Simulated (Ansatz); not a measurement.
# LuZn (Pm-3m): phonons and vibrational spectra

Wanted: phonon frequencies of LuZn (Pm-3m) and what follows from them.

Method: DFT PBEsol, scalar-relativistic, plane waves, PAW; PAW set soft_1, in Ansatz 0.2.0.

Most raw output is cut from this account.

**1. The structure**

The structure is cubic, space group Pm-3m (No. 221). Conventional cell: a = 3.491 Å, b = 3.491 Å, c = 3.491 Å, α = 90.00°, β = 90.00°, γ = 90.00°. Nearest to Lu lie 8 Zn at 3.02 Å. Nearest to Zn lie 8 Lu at 3.02 Å. Farther neighbours are not listed.

**2. Bringing the structure to rest**

The cell and atoms are relaxed, since residual forces and stress would shift the frequencies.

Input file input.yaml:

```yaml
crystal:
  lattice:
    - [3.491, 0.0, 0.0]
    - [0.0, 3.491, 0.0]
    - [0.0, 0.0, 3.491]
  atoms:
    - { symbol: Lu, position: [0.0, 0.0, 0.0] }
    - { symbol: Zn, position: [0.5, 0.5, 0.5] }
kpoints:
  mp_grid: { grid: [12, 12, 12] }
hamiltonian:
  xc: pbesol
  pseudopotentials: { kind: paw, azcp: { folder: soft_1 }, xc_functional: pbe }
scf:
  occupations: { method: gaussian, width: 0.1 }
output:
  forces: true
  stress: true
  eigenvalues: true
  write_density: true
  write_potential: true
  elf: true
  volumetric_format: npy
relax:
  adjacent_minimum: "off"
  f_tol: 0.005
  max_steps: 80
  cell: { stress_tol: 0.05 }
```

Started as:

```
ansatz run input.yaml --threads 4 --pin off --max-ram 10240MiB --backend cpu --events-out ev --progress --plain --runs-dir out
```

Run time: 7.9 s. Hardware: 4 threads of Arm Neoverse V2, shared host; peak memory 0.41 GiB; 29 s of CPU time.

Relaxation path:

```
step  energy less that of the first step (eV)  largest force component (eV/Å)  pressure (GPa)  volume (Å³)
   1                                   0.0000                          0.0000           -3.52        42.55
   2                                  -0.0198                          0.0000            2.08        39.33
   3                                  -0.0258                          0.0000           -0.17        40.46
   4                                  -0.0259                          0.0000           -0.01        40.38
  5*                                  -0.0251                          0.0000           -0.02        40.38
```

Relaxation steps marked * repeat the geometry before them on a plane-wave basis chosen anew for their cell, so energy and pressure can jump there.

The run keeps the 48 symmetry operations that it works with, so distortions that break them were not tested.

```
conventional cell, symmetrised  before  after  change
                         a (Å)   3.491  3.431  -1.7 %
                         b (Å)   3.491  3.431  -1.7 %
                         c (Å)   3.491  3.431  -1.7 %
              volume (Å³/atom)   21.27  20.19  -5.1 %
```

The relaxed structure:

```xyz
2
Lattice="3.4306 0.0000 0.0000 0.0000 3.4306 0.0000 0.0000 0.0000 3.4306" Properties=species:S:1:pos:R:3 pbc="T T T"
Lu    0.0000    0.0000    0.0000
Zn    1.7153    1.7153    1.7153
```

This step gave:

```
pressure          : -0.02167 GPa
volume per atom   : 20.19 Å³
gap on the k-mesh : 0 eV
```

ELF in the ac plane at fractional y = 0.000, with atoms of Lu within 0.2 Å of it. It is the smooth field of the valence electrons, not physical close to the nuclei.

Ten even steps from '0' (0.09) to '9' (0.85), each cell a mean:
```
99972000003899
99951001001699
88620023100368
43100234310013
00002345431000
00023455543100
00134555554310
00124455543200
00002445432000
22000244320012
87410023200257
99840011001699
99972000003899
89982000004899
```
Columns run along a (3.4 Å), rows up along c (3.4 Å). Atoms in or near the plane, at fractional coordinates: Lu at (0.00, 0.00).

Electrostatic potential energy in the ac plane at fractional y = 0.000, with atoms of Lu within 0.2 Å of it. With pseudopotentials it is smooth inside the atoms' cores, unlike the true potential.

Values in eV, 14 rows by 14 columns, each cell a mean:
```
-71 -67 -48 -20   1   9  12  13  12   8  -3 -26 -53 -68
-60 -50 -32 -10   5  10  13  14  13  10   2 -15 -36 -53
-31 -25 -12   1   8  12  14  15  14  12   7  -2 -15 -26
 -5  -2   3   8  12  14  16  16  15  14  11   7   2  -3
  7   8  10  12  14  16  16  17  16  15  14  12  10   8
 12  12  13  14  16  16  17  17  17  16  15  14  13  12
 13  14  14  15  16  17  17  17  17  17  16  15  14  13
 12  13  13  15  16  17  17  17  17  16  16  14  13  12
  8   9  11  13  15  16  17  17  16  16  14  12  10   9
 -1   1   5   9  13  15  16  16  16  14  12   8   5   1
-23 -18  -8   3   9  13  15  15  14  12   8   1 -10 -20
-55 -46 -28  -8   5  11  13  14  13  10   3 -12 -32 -48
-70 -65 -46 -18   1   9  13  14  12   8  -2 -25 -50 -67
-71 -70 -55 -23  -1   8  12  13  12   7  -5 -31 -60 -71
```
Columns run along a (3.4 Å; values clipped at the 3rd and 97th percentile), rows up along c (3.4 Å). Atoms in or near the plane, at fractional coordinates: Lu at (0.00, 0.00).

Valence density in the ac plane at fractional y = 0.000, with atoms of Lu within 0.2 Å of it. It is the smooth field of the valence electrons, not physical close to the nuclei.

Ten steps, logarithmic in the rise over the least value, from '_' (0 e/Å³) to '@' (46 e/Å³), each cell a mean:
```
@@%%**--..__________..==**%%
##**==::____________..--++**
====--..______________..--==
::....__________________....
____________________________
____________________________
____________________________
____________________________
____________________________
....______________________..
==--::..______________..::--
****==::____________..--==**
@@%%**--..__________..==**%%
@@@@**==..__________::==##@@
```
Columns run along a (3.4 Å), rows up along c (3.4 Å). Atoms in or near the plane, at fractional coordinates: Lu at (0.00, 0.00).

In this step the volume went from 21.27 to 20.19 Å³/atom.

**3. Relaxing to small forces for the phonons**

Phonons need a cell at rest on their own settings, so the relaxation is repeated with tight tolerances on forces and stress on the k mesh and occupations of the first response run.

input.yaml, the sections that differ from step 2:

```yaml
crystal:
  lattice:
    - [3.4306178123, 0.0, 0.0]
    - [0.0, 3.4306178123, 0.0]
    - [0.0, 0.0, 3.4306178123]
  atoms:
    - { symbol: Lu, position: [0.0, 0.0, 0.0] }
    - { symbol: Zn, position: [0.5, 0.5, 0.5] }
scf:
  occupations: { method: methfessel_paxton, width: 0.2 }
relax:
  adjacent_minimum: "off"
  f_tol: 0.001
  max_steps: 60
  cell: { stress_tol: 0.01 }
# kpoints, hamiltonian, output: as in step 2
```

The job ended after 3.7 s (4 threads; peak memory 0.39 GiB; 13 s of CPU time).

Little changed from the start: no atom moved by 0.005 Å and no cell edge by 0.1 %.

This step gave:

```yaml
pressure: -0.005287 GPa
```

ELF in the ac plane at fractional y = 0.000, with atoms of Lu within 0.2 Å of it. It is the smooth field of the valence electrons, not physical close to the nuclei.

Ten even steps from '_' (0.09) to '@' (0.85), each cell a mean:
```
@@@@@@##::__________--%%@@@@
@@@@@@++..____..____..**@@@@
%%%%**::____::--..____--**%%
==--..____::--==--..____..--
________::--==++==--..______
______::--==++++++==--..____
____..--==++++++++++==--..__
____..::====++++++==--::____
________::====++==--::______
::::______::====--::____..::
%%##==..____::--::____::++##
@@@@%%==____....____..**@@@@
@@@@@@##::__________--%%@@@@
%%@@@@%%::__________==%%@@@@
```
Columns run along a (3.4 Å), rows up along c (3.4 Å). Atoms in or near the plane, at fractional coordinates: Lu at (0.00, 0.00).

Valence density in the ac plane at fractional y = 0.000, with atoms of Lu within 0.2 Å of it. It is the smooth field of the valence electrons, not physical close to the nuclei.

Ten steps, logarithmic in the rise over the least value, from '0' (0 e/Å³) to '9' (46 e/Å³), each cell a mean:
```
98631000001468
76420000001356
44310000000134
21100000000011
00000000000000
00000000000000
00000000000000
00000000000000
00000000000000
11000000000001
43210000000123
66420000001346
98631000001468
99641000002479
```
Columns run along a (3.4 Å), rows up along c (3.4 Å). Atoms in or near the plane, at fractional coordinates: Lu at (0.00, 0.00).

Electrostatic potential energy in the ac plane at fractional y = 0.000, with atoms of Lu within 0.2 Å of it. With pseudopotentials it is smooth inside the atoms' cores, unlike the true potential.

Values in eV, 14 rows by 14 columns, each cell a mean:
```
-71 -67 -48 -20   1   9  12  13  12   8  -3 -26 -53 -68
-60 -50 -32 -10   5  10  13  14  13  10   2 -15 -36 -53
-31 -25 -12   1   8  12  14  15  14  12   7  -2 -15 -26
 -5  -2   3   8  12  14  16  16  15  14  11   7   2  -3
  7   8  10  12  14  16  16  17  16  15  14  12  10   8
 12  12  13  14  16  16  17  17  17  16  15  14  13  12
 13  14  14  15  16  17  17  17  17  17  16  15  14  13
 12  13  13  15  16  17  17  17  17  16  16  14  13  12
  8   9  11  13  15  16  17  17  16  16  14  12  10   9
 -1   1   5   9  13  15  16  16  16  14  12   8   5   1
-23 -18  -8   3   9  13  15  15  14  12   8   1 -10 -20
-55 -46 -28  -8   5  11  13  14  13  10   3 -12 -32 -48
-70 -65 -46 -18   1   9  13  14  12   8  -2 -25 -50 -67
-71 -70 -55 -23  -1   8  12  13  12   7  -5 -31 -60 -71
```
Columns run along a (3.4 Å; values clipped at the 3rd and 97th percentile), rows up along c (3.4 Å). Atoms in or near the plane, at fractional coordinates: Lu at (0.00, 0.00).

The forces vanish by symmetry and the pressure is -0.005 GPa, within the tolerances set. The cell now holds 20.19 Å³/atom.

**4. Modes at Γ**

The zone centre comes first: it holds the modes that light can see, as far as symmetry allows. No field response is asked, since the mesh shows no gap.

input.yaml, the sections that differ from step 3:

```yaml
output:
  eigenvalues: true
phonons:
  method: dfpt
# crystal, kpoints, hamiltonian, scf: as in step 3
# relax: removed
```

Run time: 15 s. Hardware: 4 threads; peak memory 0.82 GiB.

This step gave:

```
sum-rule residual before enforcement                    : 1.67e-4 eV/Å²
point group                                             : m-3m
highest optical mode at the zone centre (no LO-TO term) : 144 cm⁻¹
lowest optical zone-centre mode                         : 144 cm⁻¹
```

Patterns of degenerate modes are one choice out of their space. Modes at Γ, with each element's share of the kinetic energy:

```
mode  frequency (cm⁻¹)  symmetry  Lu %  Zn %
   1               0.0  acoustic    73    27
   2               0.0  acoustic    73    27
   3               0.0  acoustic    73    27
   4             144.0       T1u    27    73
   5             144.0       T1u    27    73
   6             144.0       T1u    27    73
```

Displacements in mode 6 (144.0 cm⁻¹), the largest set to 1:
```
Lu1  0.00  0.00 -0.37
Zn2  0.00  0.00  1.00
```

Before it was imposed, the acoustic sum rule was missed by 1.7e-4 eV/Å². Small misses are needed for a sound result but don't prove that mesh and cutoff are converged. The lowest optical mode is real, 144 cm⁻¹.

**5. The dispersion**

Stability and thermal properties need the whole zone. Linear response on a 4×4×4 q mesh gives force constants as far as a supercell of that size would.

Changes to input.yaml since step 4:

```diff
@@ -19 +19,8 @@
   method: dfpt
+  qmesh: [4, 4, 4]
+  temperatures: { t_max: 1000, t_step: 50 }
+  qpath:
+    path:
+      - [[0.0, 0.0, 0.0], [0.0, 0.5, 0.0], [0.5, 0.5, 0.0], [0.0, 0.0, 0.0], [0.5, 0.5, 0.5], [0.0, 0.5, 0.0]]
+      - [[0.5, 0.5, 0.5], [0.5, 0.5, 0.0]]
+    npoints: 10
```

Elapsed: 6.5 min, on 4 threads; peak memory 2.5 GiB.

Numbers from this step:

```
sum-rule residual before enforcement                    : 1.46e-4 eV/Å²
lowest frequency on the path                            : 0 cm⁻¹
highest frequency on the path or at a solved wavevector : 150.6 cm⁻¹
mean frequency                                          : 103.2 cm⁻¹
Debye temperature (second moment)                       : 202 K
logarithmic mean frequency                              : 96.4 cm⁻¹
lowest mode on the q mesh (acoustic modes at Γ apart)   : 45.48 cm⁻¹
zero-point energy per atom                              : 19.18 meV
heat capacity at 300 K                                  : 24.39 J/(mol atoms K)
vibrational entropy at 300 K                            : 44.46 J/(mol atoms K)
```

Frequencies (cm⁻¹) solved at each irreducible wavevector; negative means imaginary. Frequencies by wavevector, by row:

```
q in reciprocal lattice units  star  mode 1  mode 2  mode 3  mode 4  mode 5  mode 6
                        0 0 0     1       0       0       0     144     144     144
                     0 0 0.25     6    52.8    52.8    71.9   138.3   138.4   138.4
                     0 0 -0.5     3    81.6    81.6   113.9   114.3   131.2   131.2
                  0 0.25 0.25    12    45.5      62    96.6     124   134.8   144.9
                  0 0.25 -0.5    12    63.8    69.5    81.4   128.6   132.1   141.4
                  0 -0.5 -0.5     3    46.9    46.9      53   132.5   150.6   150.6
               0.25 0.25 0.25     8    73.5    73.5    79.8   129.5   139.2   139.2
               0.25 0.25 -0.5    12      50    84.5    99.3   126.8   128.1     142
               0.25 -0.5 -0.5     6    73.9    73.9    94.2   130.7   135.1   135.1
               -0.5 -0.5 -0.5     1   108.4   108.4   108.4   111.3   111.3   111.3
```

Interpolated from a 4×4×4 q mesh. Phonon branches along the path, in cm⁻¹:

```
    point  branch 1  branch 2  branch 3  branch 4  branch 5  branch 6
        Γ         0         0         0       144       144       144
  halfway        53        53        72       138       138       138
        X        82        82       114       114       131       131
  halfway        64        70        81       129       132       141
        M        47        47        53       132       150       150
  halfway        46        62        97       124       135       145
        Γ         0         0         0       144       144       144
  halfway        74        74        80       130       139       139
        R       108       108       108       111       111       111
  halfway        50        84        99       127       128       142
        X        82        82       114       114       131       131
jump to R       108       108       108       111       111       111
  halfway        74        74        94       131       135       135
        M        47        47        53       132       150       150
```

Tetrahedra on a 20×20×20 mesh, mean over bins of 2 cm-1. Interpolated from a 4×4×4 q mesh. The phonon density of states by wavenumber; read off at these points:

wavenumber (cm⁻¹), phonon density of states (1/cm⁻¹/cell) and a bar:
```
      1.0      0.000 
      5.0      0.000 
      9.0      0.000 
     13.0      0.001 
     17.0      0.002 
     21.0      0.002 
     25.0      0.003 
     29.0      0.004 #
     33.0      0.005 #
     37.0      0.007 #
     41.0      0.008 #
     45.0      0.011 ##
     49.0      0.042 #######
     53.0      0.063 ##########
     55.0      0.067 ###########
     57.0      0.058 #########
     61.0      0.049 ########
     65.0      0.058 #########
     69.0      0.054 #########
     73.0      0.050 ########
     79.0      0.051 ########
     83.0      0.052 ########
     87.0      0.048 ########
     91.0      0.064 ##########
     95.0      0.046 #######
     99.0      0.024 ####
    103.0      0.015 ##
    107.0      0.010 ##
    111.0      0.002 
    115.0      0.005 #
    119.0      0.022 ####
    123.0      0.051 ########
    127.0      0.097 ###############
    131.0      0.127 ####################
    133.0      0.190 ##############################
    135.0      0.128 ####################
    139.0      0.108 #################
    141.0      0.162 #########################
    143.0      0.152 ########################
    147.0      0.018 ###
    151.0      0.000
```

[end of part 1 of 2]

[Logs are printed without paths, hosts, clocks, repeated set-up lines and the standing remarks that a program may print on its own settings, such as how far it seeks lower states.]

[Hosts, paths, dates, database ids (printed as entryN), source tags and the programs' standing remarks are cut or masked in the printed files.]
